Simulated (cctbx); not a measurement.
# From intensities to atoms

Cell a = 10.0350 Å, b = 8.0480 Å, c = 10.5460 Å, α = 90.00°, β = 90.00°, γ = 90.00°; space group Cmcm (no. 63); content Tl12 Dy4 In8 Y8.

The data are simulated with cctbx, not measured: Mo Kα, λ = 0.71073 Å, to d = 0.84 Å, 95 % of the full sphere, strongest reflection 5000 counts, noise from counting, a 2 % proportional error and a noise floor of 2 counts (s.d.); no absorption.

2 earlier starts (other random phases, and plain and normalised amplitudes in turn) led nowhere (symmetry correlation 0.89 and 0.83).

Charge flipping in P1 on normalised amplitudes to 0.84 Å, δ = 1.1 σ, 30 % of the reflections treated as weak, 600 cycles:

```text
cycle      R  skewness
    0  0.610     0.21
   50  0.535     2.78
  100  0.524     2.84
  150  0.538     2.72
  200  0.524     2.86
  250  0.511     2.59
  300  0.538     2.62
  350  0.511     2.88
  400  0.507     2.91
  450  0.518     2.93
  500  0.540     2.68
  550  0.531     2.75
origin shift          correlation  skewness
 0.333  0.427  0.215      0.870      2.76
 0.343  0.118  0.223      0.869      2.10
 0.333  0.429  0.474      0.856      2.02
 0.328  0.241  0.226      0.862      2.51
taken: symmetry correlation 0.870, skewness 2.76
peak      x       y       z  mult  height/sigma
Q1    0.0000  0.4961  0.2500    4     13.1
Q2    0.0000  0.1201  0.2500    4     10.9
Q3    0.0000  0.1831  0.5343    8      9.3
Q4    0.2158  0.1854  0.7500    8      8.4
Q5    0.1929  0.1278  0.0426   16      4.4
Q6    0.2625  0.0000  0.5000    8      3.8
Q7    0.0000  0.1229  0.7500    4      3.4
Q8    0.1012  0.2061  0.7500    8      3.0
Q9    0.0000  0.1026  0.0498    8      2.6
Q10   0.0000  0.2611  0.2500    4      2.3
```

The origin is taken among those within 0.04 of the best correlation, by the skewness of the map.

It took 0.54 s on 1 thread of Arm Neoverse V2, on a shared host, peak memory 0.08 GiB.

**Question.** Which peaks are atoms, and which elements?

Heights follow Z only loosely here, so the multiplicities, which must add up to the content, decide. First model: Q1 = Tl1 (4 in the cell, height 13.1), Q2 = Dy1 (4 in the cell, height 10.9), Q3 = Tl2 (8 in the cell, height 9.3), Q4 = In1 (8 in the cell, height 8.4) and Q6 = Y1 (8 in the cell, height 3.8). Against the true structure, Q1 is Tl, Q2 is Dy, Q3 is Tl, Q4 is In and Q6 is Y; the other peaks are not atoms.

Least squares on F², isotropic:

```text
Rint 0.040, 425 unique reflections to 0.84 A
cycle     R1     wR2    GooF  max shift (A)
   1  0.4007  0.7069  23.274   0.30608
   3  0.0150  0.0311   1.022   0.00000
final R1 0.0150 wR2 0.0311 GooF 1.022  parameters 12  data/parameter 35.4
atom        x        y        z      Ueq    occ   su(xyz)  su(Uiso or U11)
Tl1    0.00000  0.51140  0.25000   0.0028  1.000  0.00006  0.0001
Dy1    0.00000  0.13099  0.25000   0.0026  1.000  0.00008  0.0002
Tl2    0.00000  0.19364  0.54360   0.0025  1.000  0.00005  0.0001
In1    0.21549  0.21004  0.75000   0.0034  1.000  0.00009  0.0002
Y1     0.29270  0.00000  0.50000   0.0026  1.000  0.00010  0.0002
difference map: max 1.84 min -1.29 rms 0.30
Q1    0.2390  0.2567  0.2500    8    2.12  0.53 A from In1
Q2    0.1747  0.1692  0.7500    8    1.69  0.52 A from In1
Q3    0.0000  0.0454  0.1231    8    1.32  1.50 A from Dy1
Q4    0.0000  0.0740  0.0218    8    1.30  1.18 A from Tl2
Q5    0.1215  0.4311  0.7500    8    1.08  1.30 A from Tl1
```

Anisotropic refinement:

```text
Rint 0.040, 425 unique reflections to 0.84 A
cycle     R1     wR2    GooF  max shift (A)
   1  0.0155  0.0320   1.070   0.00044
   2  0.0131  0.0269   0.898   0.00000
final R1 0.0131 wR2 0.0269 GooF 0.898  parameters 25  data/parameter 17.0
atom        x        y        z      Ueq    occ   su(xyz)  su(Uiso or U11)
Tl1    0.00000  0.51137  0.25000   0.0027  1.000  0.00006  0.0002
Dy1    0.00000  0.13101  0.25000   0.0026  1.000  0.00007  0.0003
Tl2    0.00000  0.19367  0.54360   0.0025  1.000  0.00004  0.0002
In1    0.21550  0.21004  0.75000   0.0034  1.000  0.00008  0.0003
Y1     0.29266  0.00000  0.50000   0.0026  1.000  0.00009  0.0004
difference map: max 1.22 min -1.08 rms 0.27
Q1    0.0000  0.0432  0.1269    8    1.24  1.48 A from Dy1
Q2    0.1482  0.4714  0.7500    8    1.08  1.49 A from Tl1
Q3    0.0000  0.0599  0.0247    8    1.05  1.29 A from Tl2
Q4    0.2500  0.2500  0.0000    8    0.95  2.06 A from Y1
Q5    0.1043  0.1684  0.2500    8    0.90  1.09 A from Dy1
Q6    0.2500  0.1250  0.2500    8    0.84  1.37 A from In1
```

**Reading.** The refinement ends at R1 = 0.0131, wR2 = 0.0269, GooF = 0.90, with difference density between -1.08 and 1.22 e/Å³. Every site matches the true model in element, within 0.001 Å r.m.s., up to an allowed shift of origin.

True model:

| atom | mult. | x | y | z | Ueq (Å²) |
| --- | --- | --- | --- | --- | --- |
| Tl1 | 8 | 1/2 | 0.8064 | 0.4564 | 0.0025 |
| Tl2 | 4 | 1/2 | 0.4886 | 3/4 | 0.0027 |
| Dy1 | 4 | 1/2 | 0.8690 | 3/4 | 0.0027 |
| In1 | 8 | 0.7153 | 0.2101 | 3/4 | 0.0034 |
| Y1 | 8 | 0.2073 | 0 | 1/2 | 0.0025 |

The model was made for the exercise: a known structure type with other elements put in, its volume estimated, not relaxed; displacement parameters are assumed.

[Middle refinement cycles are left out of these outputs.]

[Logs are printed without paths, hosts, clocks, repeated set-up lines and the standing remarks that a program may print on its own settings, such as how far it seeks lower states.]
